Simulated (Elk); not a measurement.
# How Co absorbs and reflects light, part 2 of 2

Aim: the dielectric function of Co, and the optical constants that follow from it.

Elk 11.2.3 (patched build); DFT, PBE, all-electron APW+lo, Dirac cores, scalar-relativistic bands, independent-particle optical response without local fields.

So far. Step 2 (Ground state): There are states at the Fermi level within the smearing, so the occupations stay smeared and the carriers get a Drude term.

**3. Independent particles (continued)**

The Im ε has structure finer than the step of the table below, so its rows give means over 0.5 eV, whole bins alone (the curve runs from 0.315 to 14.0 eV). Peaks (eV: height): E ∥ x 1.19: 55.8; E ∥ z 1.23: 49.7.

Sum at mesh points, not converged in k. The Im ε by photon energy; means over each step:

| photon energy (eV) | E ∥ x | E ∥ z |
| --- | --- | --- |
| 1.0 | 49.1 | 44.9 |
| 1.5 | 46.8 | 41.2 |
| 2.0 | 34.7 | 30.2 |
| 2.5 | 20.2 | 20.9 |
| 3.0 | 14.5 | 13.7 |
| 3.5 | 11.2 | 10.9 |
| 4.0 | 7.09 | 7.09 |
| 4.5 | 5.21 | 5.01 |
| 5.0 | 5.09 | 5.30 |
| 5.5 | 4.80 | 4.83 |
| 6.0 | 5.83 | 6.30 |
| 6.5 | 5.24 | 4.63 |
| 7.0 | 3.33 | 3.05 |
| 7.5 | 2.60 | 2.43 |
| 8.0 | 2.04 | 2.43 |
| 8.5 | 2.36 | 2.65 |
| 9.0 | 2.16 | 2.69 |
| 9.5 | 2.03 | 2.45 |
| 10.0 | 2.08 | 2.40 |
| 10.5 | 2.35 | 2.35 |
| 11.0 | 2.32 | 2.12 |
| 11.5 | 2.11 | 2.06 |
| 12.0 | 2.16 | 2.04 |
| 12.5 | 2.12 | 1.92 |
| 13.0 | 1.92 | 1.85 |
| 13.5 | 1.75 | 1.82 |

Values under 1 per cm are given as 1; sum at mesh points, not converged in k. Table of absorption coefficient by photon energy:

| photon energy (eV) | E ∥ x (1/cm) | E ∥ z (1/cm) |
| --- | --- | --- |
| 0.490 | 5.2e5 | 5.6e5 |
| 1.015 | 4.8e5 | 5.0e5 |
| 1.505 | 8.0e5 | 7.9e5 |
| 1.995 | 1.1e6 | 9.0e5 |
| 2.485 | 1.1e6 | 1.1e6 |
| 3.010 | 1.1e6 | 1.1e6 |
| 3.500 | 1.2e6 | 1.2e6 |
| 3.990 | 1.2e6 | 1.1e6 |
| 4.515 | 1.1e6 | 1.1e6 |
| 5.005 | 1.0e6 | 1.0e6 |
| 5.495 | 1.0e6 | 1.0e6 |
| 5.985 | 1.1e6 | 1.2e6 |
| 6.510 | 1.5e6 | 1.4e6 |
| 7.000 | 1.4e6 | 1.3e6 |
| 7.490 | 1.3e6 | 1.1e6 |
| 8.015 | 1.1e6 | 1.0e6 |
| 8.505 | 1.1e6 | 1.0e6 |
| 8.995 | 1.1e6 | 1.2e6 |
| 9.485 | 1.0e6 | 1.1e6 |
| 10.010 | 9.9e5 | 1.1e6 |
| 10.500 | 1.1e6 | 1.2e6 |
| 10.990 | 1.2e6 | 1.2e6 |
| 11.515 | 1.2e6 | 1.2e6 |
| 12.005 | 1.2e6 | 1.3e6 |
| 12.495 | 1.3e6 | 1.3e6 |
| 12.985 | 1.3e6 | 1.2e6 |
| 13.510 | 1.4e6 | 1.3e6 |

Sum at mesh points, not converged in k. Table of loss function −Im 1/ε at q → 0 by energy loss; read off at these points:

| energy loss (eV) | E ∥ x | E ∥ z |
| --- | --- | --- |
| 0.500 | 0.00507 | 0.00447 |
| 0.750 | 0.0208 | 0.0156 |
| 1.000 | 0.0199 | 0.0226 |
| 1.250 | 0.0181 | 0.0200 |
| 1.500 | 0.0209 | 0.0223 |
| 1.750 | 0.0233 | 0.0280 |
| 2.000 | 0.0236 | 0.0306 |
| 2.250 | 0.0277 | 0.0300 |
| 2.500 | 0.0340 | 0.0329 |
| 2.750 | 0.0406 | 0.0421 |
| 3.000 | 0.0467 | 0.0513 |
| 3.250 | 0.0510 | 0.0557 |
| 3.500 | 0.0529 | 0.0567 |
| 3.750 | 0.0563 | 0.0615 |
| 4.000 | 0.0709 | 0.0764 |
| 4.250 | 0.0827 | 0.0871 |
| 4.500 | 0.103 | 0.114 |
| 4.750 | 0.139 | 0.160 |
| 5.000 | 0.153 | 0.159 |
| 5.250 | 0.157 | 0.156 |
| 5.500 | 0.184 | 0.192 |
| 5.670 | 0.189 | 0.196 |
| 5.750 | 0.186 | 0.188 |
| 6.000 | 0.164 | 0.144 |
| 6.250 | 0.137 | 0.129 |
| 6.500 | 0.130 | 0.140 |
| 6.750 | 0.150 | 0.166 |
| 7.000 | 0.168 | 0.201 |
| 7.250 | 0.211 | 0.243 |
| 7.500 | 0.229 | 0.301 |
| 7.750 | 0.271 | 0.366 |
| 8.000 | 0.371 | 0.378 |
| 8.250 | 0.429 | 0.393 |
| 8.500 | 0.394 | 0.377 |
| 8.750 | 0.370 | 0.340 |
| 9.000 | 0.428 | 0.366 |
| 9.250 | 0.476 | 0.376 |
| 9.500 | 0.490 | 0.411 |
| 9.750 | 0.486 | 0.410 |
| 9.940 | 0.500 | 0.425 |
| 10.000 | 0.498 | 0.419 |
| 10.250 | 0.430 | 0.408 |
| 10.500 | 0.424 | 0.417 |
| 10.750 | 0.418 | 0.437 |
| 11.000 | 0.429 | 0.470 |
| 11.250 | 0.462 | 0.497 |
| 11.500 | 0.473 | 0.483 |
| 11.750 | 0.476 | 0.476 |
| 12.000 | 0.466 | 0.484 |
| 12.250 | 0.459 | 0.534 |
| 12.500 | 0.462 | 0.506 |
| 12.750 | 0.505 | 0.551 |
| 13.000 | 0.525 | 0.535 |
| 13.250 | 0.514 | 0.524 |
| 13.500 | 0.567 | 0.543 |
| 13.750 | 0.618 | 0.593 |

Sum at mesh points, not converged in k. Reflectivity at normal incidence against photon energy; read off at these points:

| photon energy (eV) | E ∥ x (%) | E ∥ z (%) |
| --- | --- | --- |
| 0.50 | 89.4 | 89.8 |
| 1.00 | 65.3 | 66.4 |
| 1.50 | 68.7 | 69.2 |
| 2.00 | 70.8 | 65.5 |
| 2.13 | 71.3 | 66.6 |
| 2.50 | 69.4 | 69.9 |
| 3.00 | 65.5 | 64.0 |
| 3.50 | 65.2 | 64.0 |
| 4.00 | 64.1 | 62.4 |
| 4.50 | 58.6 | 56.8 |
| 5.00 | 45.9 | 42.6 |
| 5.50 | 40.8 | 39.2 |
| 6.00 | 38.8 | 40.2 |
| 6.50 | 51.7 | 51.9 |
| 6.58 | 52.2 | 51.9 |
| 6.61 | 52.2 | 51.9 |
| 7.00 | 52.0 | 48.0 |
| 7.50 | 46.6 | 40.1 |
| 8.00 | 37.2 | 28.2 |
| 8.50 | 28.3 | 25.9 |
| 9.00 | 29.9 | 27.7 |
| 9.50 | 22.6 | 24.9 |
| 10.00 | 18.8 | 22.6 |
| 10.50 | 20.2 | 23.2 |
| 11.00 | 22.0 | 23.4 |
| 11.50 | 20.0 | 20.1 |
| 12.00 | 19.4 | 21.7 |
| 12.50 | 21.5 | 19.6 |
| 12.67 | 22.7 | 19.9 |
| 13.00 | 20.5 | 18.0 |
| 13.50 | 22.1 | 19.6 |

At chosen wavelengths:

| wavelength (nm) | n x | k x | R (%) x | 1/α x | n z | k z | R (%) z | 1/α z |
| --- | --- | --- | --- | --- | --- | --- | --- | --- |
| 1550 | 4.13 | 5.073 | 68.3 | 24 nm | 3.55 | 5.881 | 74.3 | 21 nm |
| 800 | 4.34 | 5.204 | 68.8 | 12 nm | 3.87 | 5.169 | 69.3 | 12 nm |
| 633 | 3.54 | 5.222 | 70.4 | 9.6 nm | 3.40 | 4.457 | 65.3 | 11 nm |
| 532 | 2.50 | 4.686 | 70.8 | 9.0 nm | 2.78 | 4.634 | 68.9 | 9.1 nm |
| 405 | 1.91 | 3.662 | 65.1 | 8.8 nm | 1.89 | 3.494 | 63.2 | 9.2 nm |
| 308 | 1.19 | 2.884 | 63.7 | 8.5 nm | 1.21 | 2.800 | 61.9 | 8.8 nm |
| 248 | 1.27 | 2.058 | 45.9 | 9.6 nm | 1.39 | 1.994 | 42.6 | 9.9 nm |

In reflection the computed colour is light grey: x = 0.313, y = 0.333, luminous reflectivity 69 %.

**4. Outcome**

* Drude plasma energy, first axis: 6.18 eV

In words: At this level (PBE, independent particles) Co is a metal with a Drude plasma energy of 6.2 eV along x and 5.7 eV along z. The mesh is too coarse to trust the carriers' weight, the reflectivity or the colour to better than tens of per cent. Along x the bare Drude plasma energy is 6.2 eV; Re ε first rises through zero at 0.88 eV, far lower, because interband transitions screen the carriers. Im ε is 44 there, so the loss peak at that energy is weak. In reflection the computed colour is light grey: x = 0.313, y = 0.333, luminous reflectivity 69 %. The carriers' damping of 0.15 eV is typed, not computed; at 0.8 eV the carriers give 26 % of Im ε along the first axis; the rest comes from the sum over bands, which at low energy also holds close bands and the noise of the mesh. The magnetic state comes from one start and need not be the lowest. The sum runs over mesh points 0.15 Å⁻¹ apart with no interpolation, so peaks are partly noise of the mesh, and the Drude plasma energy, a sum over the Fermi surface, isn't converged.

[Hosts, paths, dates, database ids (printed as entryN), source tags and the programs' standing remarks are cut or masked in the printed files.]
